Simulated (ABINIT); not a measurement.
# MgSiSe3 (Pm-3m): zone-centre phonons

Aim: the zone-centre modes of MgSiSe3 (Pm-3m).

Program: ABINIT 10.8.3. Level of theory: DFT LDA, scalar-relativistic, plane waves, HGH norm-conserving pseudopotentials. Results are calculated unless marked as measured.

The structure was built from a prototype and need not be the compound's stable phase.

## (1) The starting structure

Symmetry: Pm-3m, No. 221, cubic system. Conventional cell: a = 4.665 Å, b = 4.665 Å, c = 4.665 Å, α = 90.00°, β = 90.00°, γ = 90.00°. Mg has 12 Se at 3.30 Å nearest. Nearest to Si lie 6 Se at 2.33 Å. Nearest to Se lie 2 Si at 2.33 Å and 4 Mg at 3.30 Å. Farther neighbours and most contacts between anions are not listed.

## (2) A probe with smearing

A first run with smearing and empty bands tells whether the crystal has a gap, which decides between fixed occupations and smearing later on.

The input, probe.abi:

```
# ground state
tolvrs 1.0d-08
prtden 1
prtwf 1

# basis, mesh and filling
ecut 38.0
ecutsm 3.0
ixc 7
ngkpt 4 4 4
nshiftk 1
shiftk 0.0 0.0 0.0
istwfk *1
occopt 7
tsmear 0.005
nband 19
nstep 100
diemac 9.0
prtebands 0
prtgsr 0
useylm 1

# cell and atoms
acell 8.815194426 8.815194426 8.815194426
rprim 
    1.0 0.0 0.0
    0.0 1.0 0.0
    0.0 0.0 1.0
ntypat 3
znucl 12 14 34
natom 5
typat 1 2 3 3 3
xred 
    0.0 0.0 0.0
    0.5 0.5 0.5
    0.5 0.5 0.0
    0.5 0.0 0.5
    0.0 0.5 0.5
pp_dirpath "./pseudo"
pseudos "Mg.hgh, Si.hgh, Se.hgh"
```

Command:

```bash
$ OMP_NUM_THREADS=1 mpirun -n 4 abinit probe.abi > probe.log
```

Numbers of over 12 decimals in the logs are rounded to 6 here.

probe.abo, the main output file:

```text
[banners, grids, parts of the stress and lines that vanish by symmetry left out]
- input  file    -> probe.abi
- output file    -> probe.abo
- root for input  files -> probei
[...]
Symmetries : space group Pm -3 m (#221); Bravais cP (primitive cubic)
[...]
mpw =        7712          nfft =      125000          nkpt =          10
[...]
== DATASET  1 ==================================================================
[...]
cutoff_energies: {ecut:  38.0, pawecutdg:  -1.0, }
[...]
Exchange-correlation functional for the present dataset will be:
  LDA: Perdew-Wang 92 LSD fit to Ceperley-Alder data - ixc=7
[...]
ETOT  1  -33.329100125833    -3.333E+01 2.555E-02 1.707E+02
 ETOT  2  -33.375564658788    -4.646E-02 9.999E-04 3.985E+00
 ETOT  3  -33.376004135471    -4.395E-04 1.158E-04 3.607E-01
 ETOT  4  -33.376057458148    -5.332E-05 7.655E-05 3.492E-03
 ETOT  5  -33.376057857056    -3.989E-07 3.525E-05 9.478E-05
 ETOT  6  -33.376057863263    -6.207E-09 2.642E-05 2.125E-06
 ETOT  7  -33.376057863342    -7.915E-11 1.203E-05 4.980E-08
 ETOT  8  -33.376057863347    -4.839E-12 8.902E-06 4.414E-10
 At SCF step    8       vres2   =  4.41E-10 < tolvrs=  1.00E-08 =>converged.
[...]
sigma(1 1)= -1.65137415E-04  sigma(3 2)=  0.00000000E+00
  sigma(2 2)= -1.65137415E-04  sigma(3 1)=  0.00000000E+00
  sigma(3 3)= -1.65137415E-04  sigma(2 1)=  0.00000000E+00
[...]
convergence: {deltae: -4.839E-12, res2:  4.414E-10, residm:  8.902E-06, diffor: null, }
etotal    :  -3.33760579E+01
[...]
sigma(1 1)= -1.65137415E-04  sigma(3 2)=  0.00000000E+00
  sigma(2 2)= -1.65137415E-04  sigma(3 1)=  0.00000000E+00
  sigma(3 3)= -1.65137415E-04  sigma(2 1)=  0.00000000E+00
[...]
- sigma(1 1)= -4.85851049E+00  sigma(3 2)=  0.00000000E+00
- sigma(2 2)= -4.85851049E+00  sigma(3 1)=  0.00000000E+00
- sigma(3 3)= -4.85851049E+00  sigma(2 1)=  0.00000000E+00
[...]
fcart     -0.0000000000E+00 -0.0000000000E+00 -0.0000000000E+00
           strten     -1.6513741490E-04 -1.6513741490E-04 -1.6513741490E-04
================================================================================

[key lines of the parts left out:]
pressure_GPa:   4.8585E+00
```

It took 20 s on 4 MPI ranks of Arm Neoverse N1, shared host.

This step gave:

- volume per atom: 20.30 Å³
- pressure: 4.859 GPa
- gap on the k-mesh: 0 eV

No gap opens on this mesh, so smearing is kept.

## (3) Rough relaxation

The typed start is rough, so a first relaxation with smearing and loose thresholds takes it towards rest cheaply.

The input, prerelax.abi:

```
# relaxation
ionmov 2
optcell 2
dilatmx 1.15
chkdilatmx 0
ntime 40
tolmxf 3.0d-04
tolvrs 1.0d-10
prtwf 0
prtden 0
chksymtnons 0

# basis, mesh and filling
ecut 30.4
ecutsm 3.0
ixc 7
ngkpt 4 4 4
nshiftk 1
shiftk 0.0 0.0 0.0
istwfk *1
occopt 7
tsmear 0.005
nband 19
nstep 100
diemac 1000000.0
prtebands 0
prtgsr 0
useylm 1

# cell and atoms
acell 8.815194426 8.815194426 8.815194426
rprim 
    1.0 0.0 0.0
    0.0 1.0 0.0
    0.0 0.0 1.0
ntypat 3
znucl 12 14 34
natom 5
typat 1 2 3 3 3
xred 
    0.0 0.0 0.0
    0.5 0.5 0.5
    0.5 0.5 0.0
    0.5 0.0 0.5
    0.0 0.5 0.5
pp_dirpath "./pseudo"
pseudos "Mg.hgh, Si.hgh, Se.hgh"
```

Command:

```bash
$ OMP_NUM_THREADS=1 mpirun -n 4 abinit prerelax.abi > prerelax.log
```

prerelax.abo, the main output file:

```text
[banners, grids, parts of the stress and lines that vanish by symmetry left out]
- input  file    -> prerelax.abi
- output file    -> prerelax.abo
- root for input  files -> prerelaxi
[...]
Symmetries : space group Pm -3 m (#221); Bravais cP (primitive cubic)
[...]
mpw =        8410          nfft =      157464          nkpt =          10
[...]
== DATASET  1 ==================================================================
[...]
cutoff_energies: {ecut:  30.4, pawecutdg:  -1.0, }
[...]
Exchange-correlation functional for the present dataset will be:
  LDA: Perdew-Wang 92 LSD fit to Ceperley-Alder data - ixc=7
[...]
ETOT  1  -33.333151675906    -3.333E+01 2.105E-02 2.055E+02
 ETOT  2  -33.374071808429    -4.092E-02 7.482E-04 1.445E+01
 ETOT  3  -33.374927953120    -8.561E-04 3.006E-04 7.273E-01
 ETOT  4  -33.374989165292    -6.121E-05 7.297E-05 1.439E-02
[...]
ETOT  8  -33.378519625310    -1.634E-12 2.914E-07 2.408E-12
 At SCF step    8       vres2   =  2.41E-12 < tolvrs=  1.00E-10 =>converged.
[...]
sigma(1 1)= -5.39526355E-07  sigma(3 2)=  0.00000000E+00
  sigma(2 2)= -5.39526355E-07  sigma(3 1)=  0.00000000E+00
  sigma(3 3)= -5.39526355E-07  sigma(2 1)=  0.00000000E+00
[...]
convergence: {deltae: -1.634E-12, res2:  2.408E-12, residm:  2.914E-07, diffor: null, }
etotal    :  -3.33785196E+01
[...]
At Broyd/MD step   4, gradients are converged :
[...]
sigma(1 1)= -5.39526355E-07  sigma(3 2)=  0.00000000E+00
  sigma(2 2)= -5.39526355E-07  sigma(3 1)=  0.00000000E+00
  sigma(3 3)= -5.39526355E-07  sigma(2 1)=  0.00000000E+00
[...]
- sigma(1 1)= -1.58734134E-02  sigma(3 2)=  0.00000000E+00
- sigma(2 2)= -1.58734134E-02  sigma(3 1)=  0.00000000E+00
- sigma(3 3)= -1.58734134E-02  sigma(2 1)=  0.00000000E+00
[...]
fcart     -0.0000000000E+00 -0.0000000000E+00 -0.0000000000E+00
           strten     -5.3952635472E-07 -5.3952635472E-07 -5.3952635472E-07
================================================================================

[key lines of the parts left out:]
pressure_GPa:   1.5873E-02
Total energy (etotal) [Ha]= -3.33785196253097E+01
```

It took 93 s on 4 MPI ranks; 6.2 min of CPU time.

Step by step:

| step | energy less that of the first step (eV) | largest force (eV/Å) | volume (Å³) |
| --- | --- | --- | --- |
| 1 | 0.0000 | 0.0000 | 101.51 |
| 2 | -0.0401 | 0.0000 | 103.03 |
| 3 | -0.0957 | 0.0000 | 107.79 |
| 4 | -0.0960 | 0.0000 | 108.18 |

| conventional cell, symmetrised | before | after | change |
| --- | --- | --- | --- |
| a (Å) | 4.665 | 4.765 | +2.1 % |
| b (Å) | 4.665 | 4.765 | +2.1 % |
| c (Å) | 4.665 | 4.765 | +2.1 % |
| volume (Å³/atom) | 20.30 | 21.64 | +6.6 % |

Numbers from this step:

- volume per atom: 21.64 Å³
- pressure: 0.01587 GPa

The volume changes by +6.6 % in this run and stands +6.6 % from the first cell.

## (4) Relaxation

The harmonic expansion needs vanishing forces, and a free crystal bears no stress, so cell and atoms are brought to rest. Stress is more sensitive to the basis than forces are: the last 3 Ha under the cutoff are smoothed with ecutsm.

The input, relax.abi:

```
# relaxation
ionmov 2
optcell 2
dilatmx 1.08
ntime 40
tolmxf 1.0d-05
tolvrs 1.0d-14
prtwf 0
prtden 0
chksymtnons 0

# basis, mesh and filling
ecut 38.0
ecutsm 3.0
ixc 7
ngkpt 6 6 6
nshiftk 1
shiftk 0.0 0.0 0.0
istwfk *1
occopt 6
tsmear 0.01
nband 19
nstep 100
diemac 1000000.0
prtebands 0
prtgsr 0
useylm 1

# cell and atoms
acell 9.004198575 9.004198575 9.004198575
rprim 
    1.0 0.0 0.0
    0.0 1.0 0.0
    0.0 0.0 1.0
ntypat 3
znucl 12 14 34
natom 5
typat 1 2 3 3 3
xred 
    0.0 0.0 0.0
    0.5 0.5 0.5
    0.5 0.5 0.0
    0.5 0.0 0.5
    0.0 0.5 0.5
pp_dirpath "./pseudo"
pseudos "Mg.hgh, Si.hgh, Se.hgh"
```

Command:

```bash
$ OMP_NUM_THREADS=1 mpirun -n 4 abinit relax.abi > relax.log
```

relax.abo, the main output file:

```text
[banners, grids, parts of the stress and lines that vanish by symmetry left out]
- input  file    -> relax.abi
- output file    -> relax.abo
- root for input  files -> relaxi
[...]
Symmetries : space group Pm -3 m (#221); Bravais cP (primitive cubic)
[...]
mpw =       10395          nfft =      157464          nkpt =          20
[...]
== DATASET  1 ==================================================================
[...]
cutoff_energies: {ecut:  38.0, pawecutdg:  -1.0, }
[...]
Exchange-correlation functional for the present dataset will be:
  LDA: Perdew-Wang 92 LSD fit to Ceperley-Alder data - ixc=7
[...]
ETOT  1  -33.327573741899    -3.333E+01 2.423E-02 2.008E+02
 ETOT  2  -33.375132280196    -4.756E-02 9.592E-03 2.976E+01
 ETOT  3  -33.377952130867    -2.820E-03 7.089E-04 2.405E+00
 ETOT  4  -33.378333741760    -3.816E-04 1.343E-04 4.261E-02
 ETOT  5  -33.378338399738    -4.658E-06 1.017E-04 5.382E-03
[...]
At SCF step   12       vres2   =  2.30E-17 < tolvrs=  1.00E-14 =>converged.
[...]
sigma(1 1)=  8.09854711E-06  sigma(3 2)=  0.00000000E+00
  sigma(2 2)=  8.09854711E-06  sigma(3 1)=  0.00000000E+00
  sigma(3 3)=  8.09854711E-06  sigma(2 1)=  0.00000000E+00
[...]
convergence: {deltae:  1.101E-12, res2:  2.302E-17, residm:  8.625E-07, diffor: null, }
etotal    :  -3.33783389E+01
[...]
ETOT  1  -33.378336699577    -3.338E+01 3.399E-06 7.866E-02
[...]
At SCF step    9       vres2   =  1.06E-15 < tolvrs=  1.00E-14 =>converged.
[...]
sigma(1 1)=  6.52742665E-06  sigma(3 2)=  0.00000000E+00
  sigma(2 2)=  6.52742665E-06  sigma(3 1)=  0.00000000E+00
  sigma(3 3)=  6.52742665E-06  sigma(2 1)=  0.00000000E+00
[...]
convergence: {deltae:  2.132E-13, res2:  1.058E-15, residm:  3.302E-08, diffor: null, }
etotal    :  -3.33783428E+01
[...]
ETOT  1  -33.378247589118    -3.338E+01 8.737E-06 1.328E+00
[...]
ETOT  9  -33.378349961430     1.606E-12 7.066E-10 2.716E-14
 ETOT 10  -33.378349961433    -2.487E-12 1.478E-09 9.098E-17
 At SCF step   10       vres2   =  9.10E-17 < tolvrs=  1.00E-14 =>converged.
[...]
sigma(1 1)= -3.26407371E-08  sigma(3 2)=  0.00000000E+00
  sigma(2 2)= -3.26407371E-08  sigma(3 1)=  0.00000000E+00
  sigma(3 3)= -3.26407371E-08  sigma(2 1)=  0.00000000E+00
[...]
convergence: {deltae: -2.487E-12, res2:  9.098E-17, residm:  1.478E-09, diffor: null, }
etotal    :  -3.33783500E+01
[...]
At Broyd/MD step   3, gradients are converged :
[...]
sigma(1 1)= -3.26407371E-08  sigma(3 2)=  0.00000000E+00
  sigma(2 2)= -3.26407371E-08  sigma(3 1)=  0.00000000E+00
  sigma(3 3)= -3.26407371E-08  sigma(2 1)=  0.00000000E+00
[...]
- sigma(1 1)= -9.60323641E-04  sigma(3 2)=  0.00000000E+00
- sigma(2 2)= -9.60323641E-04  sigma(3 1)=  0.00000000E+00
- sigma(3 3)= -9.60323641E-04  sigma(2 1)=  0.00000000E+00
[...]
fcart     -0.0000000000E+00 -0.0000000000E+00 -0.0000000000E+00
           strten     -3.2640737122E-08 -3.2640737122E-08 -3.2640737121E-08
================================================================================

[key lines of the parts left out:]
pressure_GPa:   9.6032E-04
Total energy (etotal) [Ha]= -3.33783499614326E+01
```

It took 2.6 min on 4 MPI ranks; 10 min of CPU time.

Relaxation path:

| step | energy less that of the first step (eV) | largest force (eV/Å) | volume (Å³) |
| --- | --- | --- | --- |
| 1 | 0.0000 | 0.0000 | 108.18 |
| 2 | -0.0001 | 0.0000 | 108.10 |
| 3 | -0.0003 | 0.0000 | 107.77 |

| conventional cell, symmetrised | before | after | change |
| --- | --- | --- | --- |
| a (Å) | 4.765 | 4.759 | -0.1 % |
| b (Å) | 4.765 | 4.759 | -0.1 % |
| c (Å) | 4.765 | 4.759 | -0.1 % |
| volume (Å³/atom) | 21.64 | 21.55 | -0.4 % |

The relaxed structure:

```cif
data_structure
_symmetry_space_group_name_H-M 'P 1'
_symmetry_Int_Tables_number 1
_cell_length_a 4.7589
_cell_length_b 4.7589
_cell_length_c 4.7589
_cell_angle_alpha 90.000
_cell_angle_beta 90.000
_cell_angle_gamma 90.000
_cell_volume 107.77
loop_
_atom_site_label
_atom_site_type_symbol
_atom_site_fract_x
_atom_site_fract_y
_atom_site_fract_z
_atom_site_occupancy
Mg1 Mg 0.00000 0.00000 0.00000 1
Si2 Si 0.50000 0.50000 0.50000 1
Se3 Se 0.50000 0.50000 0.00000 1
Se4 Se 0.50000 0.00000 0.50000 1
Se5 Se 0.00000 0.50000 0.50000 1
```

Read from the output:

| Item | Value |
| --- | --- |
| volume per atom | 21.55 Å³ |
| pressure | 9.60e-4 GPa |

The volume changes by -0.4 % in this run and stands +6.2 % from the first cell.

## (5) Self-consistent run for the response

First-order wavefunctions inherit every error of the ground state, hence the very tight tolvrs. ecutsm is kept as in the relaxation, so that the cell stays at rest. Smearing stays on, as the first look found no gap above 0.3 eV.

The input, gs.abi:

```
# ground state
tolvrs 1.0d-16
prtden 1
prtwf 1

# basis, mesh and filling
ecut 38.0
ecutsm 3.0
ixc 7
ngkpt 6 6 6
nshiftk 1
shiftk 0.0 0.0 0.0
istwfk *1
occopt 6
tsmear 0.01
nband 19
nstep 100
diemac 1000000.0
prtebands 0
prtgsr 0
useylm 1

# cell and atoms
acell 8.992956195 8.992956195 8.992956195
rprim 
    1.0 0.0 0.0
    0.0 1.0 0.0
    0.0 0.0 1.0
ntypat 3
znucl 12 14 34
natom 5
typat 1 2 3 3 3
xred 
    0.0 0.0 0.0
    0.5 0.5 0.5
    0.5 0.5 0.0
    0.5 0.0 0.5
    0.0 0.5 0.5
pp_dirpath "./pseudo"
pseudos "Mg.hgh, Si.hgh, Se.hgh"
```

Command:

```bash
$ OMP_NUM_THREADS=1 mpirun -n 4 abinit gs.abi > gs.log
```

gs.abo, the main output file:

```text
[banners, grids, parts of the stress and lines that vanish by symmetry left out]
- input  file    -> gs.abi
- output file    -> gs.abo
- root for input  files -> gsi
[...]
Symmetries : space group Pm -3 m (#221); Bravais cP (primitive cubic)
[...]
mpw =        8217          nfft =      125000          nkpt =          20
[...]
== DATASET  1 ==================================================================
[...]
cutoff_energies: {ecut:  38.0, pawecutdg:  -1.0, }
[...]
Exchange-correlation functional for the present dataset will be:
  LDA: Perdew-Wang 92 LSD fit to Ceperley-Alder data - ixc=7
[...]
ETOT  1  -33.325807806201    -3.333E+01 2.465E-02 1.600E+02
 ETOT  2  -33.375147135216    -4.934E-02 1.063E-02 2.350E+01
 ETOT  3  -33.377965420656    -2.818E-03 6.012E-04 1.893E+00
 ETOT  4  -33.378344945503    -3.795E-04 2.831E-04 3.276E-02
 ETOT  5  -33.378349474417    -4.529E-06 1.535E-04 4.078E-03
[...]
ETOT 11  -33.378349960606    -1.513E-12 7.281E-07 1.152E-14
 ETOT 12  -33.378349960606     7.816E-14 2.823E-07 1.757E-17
 At SCF step   12       vres2   =  1.76E-17 < tolvrs=  1.00E-16 =>converged.
[...]
sigma(1 1)= -3.26336138E-08  sigma(3 2)=  0.00000000E+00
  sigma(2 2)= -3.26336138E-08  sigma(3 1)=  0.00000000E+00
  sigma(3 3)= -3.26336138E-08  sigma(2 1)=  0.00000000E+00
[...]
convergence: {deltae:  7.816E-14, res2:  1.757E-17, residm:  2.823E-07, diffor: null, }
etotal    :  -3.33783500E+01
[...]
sigma(1 1)= -3.26336138E-08  sigma(3 2)=  0.00000000E+00
  sigma(2 2)= -3.26336138E-08  sigma(3 1)=  0.00000000E+00
  sigma(3 3)= -3.26336138E-08  sigma(2 1)=  0.00000000E+00
[...]
- sigma(1 1)= -9.60114066E-04  sigma(3 2)=  0.00000000E+00
- sigma(2 2)= -9.60114066E-04  sigma(3 1)=  0.00000000E+00
- sigma(3 3)= -9.60114066E-04  sigma(2 1)=  0.00000000E+00
[...]
fcart     -0.0000000000E+00 -0.0000000000E+00 -0.0000000000E+00
           strten     -3.2633613793E-08 -3.2633613793E-08 -3.2633613793E-08
================================================================================

[key lines of the parts left out:]
pressure_GPa:   9.6011E-04
```

Elapsed: 46 s, on 4 MPI ranks; 3.1 min of CPU time.

The cell stands at 9.6e-4 GPa, close enough for phonons.

(Part 1 of 4 ends here.)

[Host names and launcher messages were left out of these logs when they were recorded.]

[Logs are printed without paths, hosts, clocks, repeated set-up lines and the standing remarks that a program may print on its own settings, such as how far it seeks lower states.]

[Hosts, paths, dates, database ids (printed as entryN), source tags and the programs' standing remarks are cut or masked in the printed files.]
